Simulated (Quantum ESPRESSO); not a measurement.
# 1T-PtS2, 2 layers, AA stacking, stepped through biaxial strain, part 5 of 8

What law, if any, do the results for 1T-PtS2, 2 layers, AA stacking follow against biaxial strain?

Quantum ESPRESSO 7.5; plane-wave DFT, PBE, GBRV ultrasoft pseudopotentials.

So far. Step 3 (Relaxing the ions, -4 %): The relaxation lowers the energy by 36 meV an atom. Step 6 (Band structure, -4 %): Along this path the valence top lies between K and Γ and the conduction bottom between K and Γ.

### Step 7. Relaxing the ions, -3 %

Level of this step: plane-wave DFT, PBE-D3(BJ), GBRV ultrasoft pseudopotentials (Quantum ESPRESSO 7.5).

The input, m1.relax.in:

```
&control
  prefix = 'm1.relax'
  outdir = './out'
  pseudo_dir = './pseudo'
  nstep = 40
  forc_conv_thr = 0.0003
  calculation = 'relax'
  tstress = .true.
/
&system
  ibrav = 0
  nat = 6
  ntyp = 2
  ecutwfc = 50
  ecutrho = 250
  vdw_corr = 'grimme-d3'
  dftd3_version = 4
  occupations = 'smearing'
  smearing = 'fd'
  degauss = 0.002
/
&electrons
  conv_thr = 1e-09
  mixing_beta = 0.4
  electron_maxstep = 120
  mixing_mode = 'plain'
/
&ions
/
ATOMIC_SPECIES
  S   32.0600  s_pbe_v1.4.uspp.F.UPF
  Pt  195.0840  pt_pbe_v1.4.uspp.F.UPF
CELL_PARAMETERS angstrom
  3.45342384884000 0.00000000000000 0.00000000000000
  -1.72671192442000 2.99075278324000 0.00000000000000
  0.00000000000000 0.00000000000000 22.22817278700000
ATOMIC_POSITIONS crystal
  S   0.666666666700 0.333333333300 0.336507656100
  Pt  0.000000000000 0.000000000000 0.392298910300
  S   0.333333333300 0.666666666700 0.446740145800
  S   0.666666666700 0.333333333300 0.553259854200
  Pt  0.000000000000 0.000000000000 0.607701089700
  S   0.333333333300 0.666666666700 0.663492343900
K_POINTS automatic
  12 12 1 0 0 0
```

The run is started by

```bash
> OMP_NUM_THREADS=1 mpirun -n 4 pw.x -nk 4 -in m1.relax.in > m1.relax.out
```

The program printed:

```text
[banner, memory and clock lines left out]
Program PWSCF v.7.5 starts
[...]
Message from routine setup:
[...]
number of electrons       =        56.00
     number of Kohn-Sham states=           34
     kinetic-energy cutoff     =      50.0000  Ry
     charge density cutoff     =     250.0000  Ry
[...]
number of k points=    19  Fermi-Dirac smearing, width (Ry)=  0.0020
[...]
Dense  grid:   103663 G-vectors     FFT dimensions: (  36,  36, 216)
[...]
negative rho (up, down):  3.824E-01 0.000E+00
     Starting wfcs are   40 randomized atomic wfcs
[...]
negative rho (up, down):  3.602E-01 0.000E+00
[...]
estimated scf accuracy    <       4.00760769 Ry
[...]
negative rho (up, down):  3.640E-01 0.000E+00
[...]
estimated scf accuracy    <       1.84943443 Ry
[...]
negative rho (up, down):  3.629E-01 0.000E+00
[...]
estimated scf accuracy    <       0.16701005 Ry
[...]
negative rho (up, down):  3.600E-01 0.000E+00
[...]
estimated scf accuracy    <       0.09476997 Ry
[...]
negative rho (up, down):  3.584E-01 0.000E+00
[...]
estimated scf accuracy    <       0.01087915 Ry
[...]
negative rho (up, down):  3.584E-01 0.000E+00
[...]
estimated scf accuracy    <       0.00456110 Ry
[...]
negative rho (up, down):  3.584E-01 0.000E+00
[...]
estimated scf accuracy    <       0.00042582 Ry
[...]
negative rho (up, down):  3.585E-01 0.000E+00
[...]
estimated scf accuracy    <       0.00015423 Ry
[...]
negative rho (up, down):  3.585E-01 0.000E+00
[...]
estimated scf accuracy    <       0.00000779 Ry
[...]
negative rho (up, down):  3.585E-01 0.000E+00
[...]
estimated scf accuracy    <       0.00000046 Ry
[...]
negative rho (up, down):  3.585E-01 0.000E+00
[...]
estimated scf accuracy    <       0.00000046 Ry
[...]
negative rho (up, down):  3.585E-01 0.000E+00
[...]
estimated scf accuracy    <       0.00000003 Ry
[...]
negative rho (up, down):  3.585E-01 0.000E+00
[...]
estimated scf accuracy    <       0.00000003 Ry
[...]
negative rho (up, down):  3.585E-01 0.000E+00
[...]
estimated scf accuracy    <          2.3E-09 Ry
[...]
negative rho (up, down):  3.585E-01 0.000E+00
[...]
the Fermi energy is     2.7927 ev
!    total energy              =    -518.06837433 Ry
     estimated scf accuracy    <          8.7E-10 Ry
     smearing contrib. (-TS)   =      -0.00000000 Ry
     internal energy E=F+TS    =    -518.06837433 Ry
[...]
one-electron contribution =   -2833.94894112 Ry
     hartree contribution      =    1429.41317228 Ry
     xc contribution           =    -147.82394988 Ry
     ewald contribution        =    1034.44936524 Ry
[...]
convergence has been achieved in  15 iterations
     negative rho (up, down):  3.585E-01 0.000E+00
[...]
Total force =     0.065544     Total SCF correction =     0.000147
[...]
negative rho (up, down):  3.585E-01 0.000E+00
[...]
negative rho (up, down):  3.583E-01 0.000E+00
[...]
negative rho (up, down):  3.584E-01 0.000E+00
[...]
estimated scf accuracy    <       0.00012412 Ry
[...]
negative rho (up, down):  3.584E-01 0.000E+00
[...]
estimated scf accuracy    <       0.00012627 Ry
[...]
negative rho (up, down):  3.584E-01 0.000E+00
[...]
estimated scf accuracy    <       0.00011096 Ry
[...]
negative rho (up, down):  3.584E-01 0.000E+00
[...]
estimated scf accuracy    <       0.00001209 Ry
[...]
negative rho (up, down):  3.584E-01 0.000E+00
[...]
estimated scf accuracy    <       0.00000054 Ry
[...]
negative rho (up, down):  3.584E-01 0.000E+00
[...]
estimated scf accuracy    <       0.00000022 Ry
[...]
negative rho (up, down):  3.584E-01 0.000E+00
[...]
estimated scf accuracy    <       0.00000001 Ry
[...]
negative rho (up, down):  3.584E-01 0.000E+00
[...]
estimated scf accuracy    <          5.5E-09 Ry
[...]
negative rho (up, down):  3.584E-01 0.000E+00
[...]
the Fermi energy is     2.7748 ev
!    total energy              =    -518.07199864 Ry
     estimated scf accuracy    <          3.2E-10 Ry
     smearing contrib. (-TS)   =      -0.00000000 Ry
     internal energy E=F+TS    =    -518.07199864 Ry
[...]
one-electron contribution =   -2827.19950087 Ry
     hartree contribution      =    1426.08724918 Ry
     xc contribution           =    -147.77729790 Ry
     ewald contribution        =    1030.97539874 Ry
[...]
convergence has been achieved in   9 iterations
     negative rho (up, down):  3.584E-01 0.000E+00
[...]
Total force =     0.045168     Total SCF correction =     0.000111
[...]
negative rho (up, down):  3.584E-01 0.000E+00
[...]
negative rho (up, down):  3.584E-01 0.000E+00
[...]
negative rho (up, down):  3.585E-01 0.000E+00
[...]
estimated scf accuracy    <       0.00016167 Ry
[...]
negative rho (up, down):  3.584E-01 0.000E+00
[...]
estimated scf accuracy    <       0.00033756 Ry
[...]
negative rho (up, down):  3.584E-01 0.000E+00
[...]
estimated scf accuracy    <       0.00012453 Ry
[...]
negative rho (up, down):  3.585E-01 0.000E+00
[...]
estimated scf accuracy    <       0.00001079 Ry
[...]
negative rho (up, down):  3.585E-01 0.000E+00
[...]
estimated scf accuracy    <       0.00000068 Ry
[...]
negative rho (up, down):  3.585E-01 0.000E+00
[...]
estimated scf accuracy    <       0.00000016 Ry
[...]
negative rho (up, down):  3.585E-01 0.000E+00
[...]
estimated scf accuracy    <       0.00000002 Ry
[...]
negative rho (up, down):  3.585E-01 0.000E+00
[...]
estimated scf accuracy    <          3.9E-09 Ry
[...]
negative rho (up, down):  3.585E-01 0.000E+00
[...]
estimated scf accuracy    <          4.7E-10 Ry
[...]
negative rho (up, down):  3.585E-01 0.000E+00
[...]
the Fermi energy is     2.7536 ev
!    total energy              =    -518.07444082 Ry
     estimated scf accuracy    <          1.1E-10 Ry
     smearing contrib. (-TS)   =      -0.00000000 Ry
     internal energy E=F+TS    =    -518.07444082 Ry
[...]
one-electron contribution =   -2819.37235627 Ry
     hartree contribution      =    1422.22486407 Ry
     xc contribution           =    -147.72790295 Ry
     ewald contribution        =    1026.95859292 Ry
[...]
convergence has been achieved in  10 iterations
     negative rho (up, down):  3.585E-01 0.000E+00
[...]
Total force =     0.024045     Total SCF correction =     0.000028
[...]
negative rho (up, down):  3.591E-01 0.000E+00
[...]
estimated scf accuracy    <       0.00001070 Ry
[...]
negative rho (up, down):  3.591E-01 0.000E+00
[...]
estimated scf accuracy    <       0.00011236 Ry
[...]
negative rho (up, down):  3.591E-01 0.000E+00
[...]
estimated scf accuracy    <       0.00000047 Ry
[...]
negative rho (up, down):  3.591E-01 0.000E+00
[...]
estimated scf accuracy    <       0.00000025 Ry
[...]
negative rho (up, down):  3.591E-01 0.000E+00
[...]
estimated scf accuracy    <       0.00000004 Ry
[...]
negative rho (up, down):  3.591E-01 0.000E+00
[...]
estimated scf accuracy    <          6.9E-09 Ry
[...]
negative rho (up, down):  3.591E-01 0.000E+00
[...]
estimated scf accuracy    <          2.0E-10 Ry
[...]
negative rho (up, down):  3.591E-01 0.000E+00
[...]
estimated scf accuracy    <          3.2E-10 Ry
[...]
negative rho (up, down):  3.591E-01 0.000E+00
[...]
the Fermi energy is     2.7258 ev
!    total energy              =    -518.07546322 Ry
     estimated scf accuracy    <          7.6E-12 Ry
     smearing contrib. (-TS)   =      -0.00000001 Ry
     internal energy E=F+TS    =    -518.07546321 Ry
[...]
one-electron contribution =   -2807.90711878 Ry
     hartree contribution      =    1416.55254003 Ry
     xc contribution           =    -147.67031530 Ry
     ewald contribution        =    1021.10673921 Ry
[...]
convergence has been achieved in   9 iterations
     negative rho (up, down):  3.591E-01 0.000E+00
[...]
Total force =     0.004359     Total SCF correction =     0.000025
[...]
negative rho (up, down):  3.591E-01 0.000E+00
[...]
WARNING: bfgs curvature condition failed, Theta= 0.948
[...]
negative rho (up, down):  3.595E-01 0.000E+00
[...]
negative rho (up, down):  3.595E-01 0.000E+00
[...]
estimated scf accuracy    <       0.00002228 Ry
[...]
negative rho (up, down):  3.595E-01 0.000E+00
[...]
estimated scf accuracy    <       0.00023805 Ry
[...]
negative rho (up, down):  3.595E-01 0.000E+00
[...]
estimated scf accuracy    <       0.00000089 Ry
[...]
negative rho (up, down):  3.595E-01 0.000E+00
[...]
estimated scf accuracy    <       0.00000040 Ry
[...]
negative rho (up, down):  3.595E-01 0.000E+00
[...]
estimated scf accuracy    <       0.00000004 Ry
[...]
negative rho (up, down):  3.595E-01 0.000E+00
[...]
estimated scf accuracy    <       0.00000001 Ry
[...]
negative rho (up, down):  3.595E-01 0.000E+00
[...]
estimated scf accuracy    <          3.2E-10 Ry
[...]
negative rho (up, down):  3.595E-01 0.000E+00
[...]
estimated scf accuracy    <          3.0E-10 Ry
[...]
negative rho (up, down):  3.595E-01 0.000E+00
[...]
the Fermi energy is     2.7241 ev
!    total energy              =    -518.07549145 Ry
     estimated scf accuracy    <          8.0E-12 Ry
     smearing contrib. (-TS)   =      -0.00000001 Ry
     internal energy E=F+TS    =    -518.07549144 Ry
[...]
one-electron contribution =   -2805.92131416 Ry
     hartree contribution      =    1415.56179780 Ry
     xc contribution           =    -147.66811522 Ry
     ewald contribution        =    1020.10938315 Ry
[...]
convergence has been achieved in   9 iterations
     negative rho (up, down):  3.595E-01 0.000E+00
[...]
Total force =     0.004448     Total SCF correction =     0.000019
[...]
negative rho (up, down):  3.595E-01 0.000E+00
[...]
negative rho (up, down):  3.600E-01 0.000E+00
[...]
negative rho (up, down):  3.600E-01 0.000E+00
[...]
estimated scf accuracy    <       0.00006258 Ry
[...]
negative rho (up, down):  3.600E-01 0.000E+00
[...]
estimated scf accuracy    <       0.00065605 Ry
[...]
negative rho (up, down):  3.600E-01 0.000E+00
[...]
estimated scf accuracy    <       0.00000268 Ry
[...]
negative rho (up, down):  3.600E-01 0.000E+00
[...]
estimated scf accuracy    <       0.00000087 Ry
[...]
negative rho (up, down):  3.600E-01 0.000E+00
[...]
estimated scf accuracy    <       0.00000005 Ry
[...]
negative rho (up, down):  3.600E-01 0.000E+00
[...]
estimated scf accuracy    <       0.00000003 Ry
[...]
negative rho (up, down):  3.600E-01 0.000E+00
[...]
estimated scf accuracy    <          1.4E-09 Ry
[...]
negative rho (up, down):  3.600E-01 0.000E+00
[...]
estimated scf accuracy    <          1.0E-09 Ry
[...]
negative rho (up, down):  3.600E-01 0.000E+00
[...]
estimated scf accuracy    <          8.7E-11 Ry
[...]
negative rho (up, down):  3.600E-01 0.000E+00
[...]
estimated scf accuracy    <          3.2E-11 Ry
[...]
negative rho (up, down):  3.600E-01 0.000E+00
[...]
estimated scf accuracy    <          1.9E-11 Ry
[...]
negative rho (up, down):  3.600E-01 0.000E+00
[...]
estimated scf accuracy    <       0.02892927 Ry
[...]
negative rho (up, down):  3.602E-01 0.000E+00
[...]
estimated scf accuracy    <       0.00010427 Ry
[...]
negative rho (up, down):  3.602E-01 0.000E+00
[...]
estimated scf accuracy    <       0.00002843 Ry
[...]
negative rho (up, down):  3.602E-01 0.000E+00
[...]
estimated scf accuracy    <       0.00000113 Ry
[...]
negative rho (up, down):  3.602E-01 0.000E+00
[...]
estimated scf accuracy    <       0.00000036 Ry
[...]
negative rho (up, down):  3.602E-01 0.000E+00
[...]
estimated scf accuracy    <       0.00000005 Ry
[...]
negative rho (up, down):  3.602E-01 0.000E+00
[...]
estimated scf accuracy    <       0.00000011 Ry
[...]
negative rho (up, down):  3.602E-01 0.000E+00
[...]
estimated scf accuracy    <          1.5E-09 Ry
[...]
negative rho (up, down):  3.602E-01 0.000E+00
[...]
estimated scf accuracy    <          1.3E-09 Ry
[...]
negative rho (up, down):  3.602E-01 0.000E+00
[...]
estimated scf accuracy    <          6.2E-11 Ry
[...]
negative rho (up, down):  3.602E-01 0.000E+00
[...]
the Fermi energy is     2.6937 ev
!    total energy              =    -518.07609604 Ry
     estimated scf accuracy    <          5.3E-12 Ry
     smearing contrib. (-TS)   =      -0.00000000 Ry
     internal energy E=F+TS    =    -518.07609604 Ry
[...]
one-electron contribution =   -2758.59481276 Ry
     hartree contribution      =    1391.92221897 Ry
     xc contribution           =    -147.64489128 Ry
     ewald contribution        =     996.39706414 Ry
[...]
convergence has been achieved in  12 iterations
     negative rho (up, down):  3.602E-01 0.000E+00
[...]
Total force =     0.005613     Total SCF correction =     0.000023
[...]
negative rho (up, down):  3.602E-01 0.000E+00
[...]
negative rho (up, down):  3.493E-01 0.000E+00
[...]
negative rho (up, down):  3.492E-01 0.000E+00
[...]
estimated scf accuracy    <       0.00624925 Ry
[...]
negative rho (up, down):  3.493E-01 0.000E+00
[...]
estimated scf accuracy    <       0.07127240 Ry
[...]
negative rho (up, down):  3.492E-01 0.000E+00
[...]
estimated scf accuracy    <       0.00024846 Ry
[...]
negative rho (up, down):  3.492E-01 0.000E+00
[...]
estimated scf accuracy    <       0.00006899 Ry
[...]
negative rho (up, down):  3.492E-01 0.000E+00
[...]
estimated scf accuracy    <       0.00000346 Ry
[...]
negative rho (up, down):  3.492E-01 0.000E+00
[...]
estimated scf accuracy    <       0.00000111 Ry
[...]
negative rho (up, down):  3.492E-01 0.000E+00
[...]
estimated scf accuracy    <       0.00000011 Ry
[...]
negative rho (up, down):  3.492E-01 0.000E+00
[...]
estimated scf accuracy    <       0.00000011 Ry
[...]
negative rho (up, down):  3.492E-01 0.000E+00
[...]
estimated scf accuracy    <          6.7E-10 Ry
[...]
negative rho (up, down):  3.492E-01 0.000E+00
[...]
estimated scf accuracy    <          1.9E-09 Ry
[...]
negative rho (up, down):  3.492E-01 0.000E+00
[...]
```

Run time: 13 min. Hardware: 4 MPI ranks of Arm Neoverse V1, shared host; peak memory 0.93 GiB; 52 min of CPU time.

Step by step:

```
step  energy less that of the first step (eV)  largest force (eV/Å)
   1                                   0.0000                0.9016
   2                                  -0.0493                0.6333
   3                                  -0.0825                0.3557
   4                                  -0.0962                0.0522
   5                                  -0.0965                0.0514
   6                                  -0.0968                0.0584
   7                                  -0.0975                0.0649
   8                                  -0.0985                0.0709
   9                                  -0.1000                0.0761
  10                                  -0.1021                0.0800
  11                                  -0.1051                0.0816
  12                                  -0.1088                0.0786
  13                                  -0.1127                0.0657
  14                                  -0.1148                0.0514
  15                                  -0.1151                0.0333
  16                                  -0.1153                0.0136
  17                                  -0.1153                0.0051
```

The atoms that moved most (Å):

```
atom     dx     dy      dz  length
  S6  0.000  0.000   0.236   0.236
  S1  0.000  0.000  -0.236   0.236
 Pt2  0.000  0.000  -0.174   0.174
 Pt5  0.000  0.000   0.174   0.174
  S4  0.000  0.000   0.110   0.110
  S3  0.000  0.000  -0.110   0.110
```

The relaxation lowers the energy by 19 meV an atom.

This step gave:

| Item | Value |
| --- | --- |
| free energy | -7048.7946 eV |
| Fermi energy | 2.615 eV |

### Step 8. SCF with pw.x, -3 %

Level of this step: plane-wave DFT, PBE, GBRV ultrasoft pseudopotentials (Quantum ESPRESSO 7.5).

The input, m1.scf.in:

```
&control
  prefix = 'm1.scf'
  outdir = './out'
  pseudo_dir = './pseudo'
  calculation = 'scf'
  tprnfor = .true.
/
&system
  ibrav = 0
  nat = 6
  ntyp = 2
  ecutwfc = 40
  ecutrho = 200
  occupations = 'smearing'
  smearing = 'fd'
  degauss = 0.002
  nbnd = 32
/
&electrons
  conv_thr = 1e-09
  mixing_beta = 0.4
  electron_maxstep = 120
  mixing_mode = 'plain'
/
ATOMIC_SPECIES
  S   32.0600  s_pbe_v1.4.uspp.F.UPF
  Pt  195.0840  pt_pbe_v1.4.uspp.F.UPF
CELL_PARAMETERS angstrom
  3.45342384884000 0.00000000000000 0.00000000000000
  -1.72671192442000 2.99075278324000 0.00000000000000
  0.00000000000000 0.00000000000000 22.22817278700000
ATOMIC_POSITIONS crystal
  S   0.666666666700 0.333333333300 0.325909594400
  Pt  0.000000000000 0.000000000000 0.384487532400
  S   0.333333333300 0.666666666700 0.441795997300
  S   0.666666666700 0.333333333300 0.558204002700
  Pt  0.000000000000 0.000000000000 0.615512467600
  S   0.333333333300 0.666666666700 0.674090405600
K_POINTS automatic
  12 12 1 0 0 0
```

The run is started by

```bash
> OMP_NUM_THREADS=1 mpirun -n 4 pw.x -nk 4 -in m1.scf.in > m1.scf.out
```

The program printed:

```text
[banner, memory and clock lines left out]
Program PWSCF v.7.5 starts
[...]
Message from routine setup:
[...]
number of electrons       =        56.00
     number of Kohn-Sham states=           32
     kinetic-energy cutoff     =      40.0000  Ry
     charge density cutoff     =     200.0000  Ry
[...]
number of k points=    19  Fermi-Dirac smearing, width (Ry)=  0.0020
[...]
Dense  grid:    73995 G-vectors     FFT dimensions: (  30,  30, 192)
[...]
negative rho (up, down):  3.668E-01 0.000E+00
     Starting wfcs are   40 randomized atomic wfcs
[...]
negative rho (up, down):  3.453E-01 0.000E+00
[...]
estimated scf accuracy    <       4.05774318 Ry
[...]
negative rho (up, down):  3.485E-01 0.000E+00
[...]
estimated scf accuracy    <       2.20543776 Ry
[...]
negative rho (up, down):  3.479E-01 0.000E+00
[...]
estimated scf accuracy    <       0.29928024 Ry
[...]
negative rho (up, down):  3.448E-01 0.000E+00
[...]
estimated scf accuracy    <       0.09251762 Ry
[...]
negative rho (up, down):  3.438E-01 0.000E+00
[...]
estimated scf accuracy    <       0.01314620 Ry
[...]
negative rho (up, down):  3.439E-01 0.000E+00
[...]
estimated scf accuracy    <       0.00359947 Ry
[...]
negative rho (up, down):  3.438E-01 0.000E+00
[...]
estimated scf accuracy    <       0.00036384 Ry
[...]
negative rho (up, down):  3.439E-01 0.000E+00
[...]
estimated scf accuracy    <       0.00015459 Ry
[...]
negative rho (up, down):  3.439E-01 0.000E+00
[...]
estimated scf accuracy    <       0.00000410 Ry
[...]
negative rho (up, down):  3.439E-01 0.000E+00
[...]
estimated scf accuracy    <       0.00000091 Ry
[...]
negative rho (up, down):  3.439E-01 0.000E+00
[...]
estimated scf accuracy    <       0.00000019 Ry
[...]
negative rho (up, down):  3.440E-01 0.000E+00
[...]
estimated scf accuracy    <       0.00000001 Ry
[...]
negative rho (up, down):  3.440E-01 0.000E+00
[...]
estimated scf accuracy    <          3.4E-09 Ry
[...]
negative rho (up, down):  3.440E-01 0.000E+00
[...]
estimated scf accuracy    <          1.6E-09 Ry
[...]
negative rho (up, down):  3.440E-01 0.000E+00
[...]
the Fermi energy is     2.6139 ev
!    total energy              =    -517.92270145 Ry
     estimated scf accuracy    <          1.1E-10 Ry
     smearing contrib. (-TS)   =      -0.00000000 Ry
     internal energy E=F+TS    =    -517.92270145 Ry
[...]
one-electron contribution =   -2616.83194106 Ry
     hartree contribution      =    1321.07055722 Ry
     xc contribution           =    -147.62218610 Ry
     ewald contribution        =     925.46086850 Ry
     convergence has been achieved in  15 iterations
     negative rho (up, down):  3.440E-01 0.000E+00
[...]
Total force =     0.007946     Total SCF correction =     0.000045
[...]
```

Wall time 42 s (4 MPI ranks); peak memory 0.63 GiB.

This step gave:

- free energy: -7046.6973 eV
- Fermi energy: 2.614 eV
- valence top, on the run's zero: 2.137 eV
- conduction bottom, on the run's zero: 3.100 eV
- gap by band count: 0.9624 eV

(Part 5 of 8 ends here.)

[Logs are printed without paths, hosts, clocks, repeated set-up lines and the standing remarks that a program may print on its own settings, such as how far it seeks lower states.]

[Hosts, paths, dates, database ids (printed as entryN), source tags and the programs' standing remarks are cut or masked in the printed files.]

[Maps of the electrostatic potential energy from Ansatz leave out the sawtooth potential of an applied field or a dipole correction, so their vacuum need not be flat; planar profiles and work functions include it.]
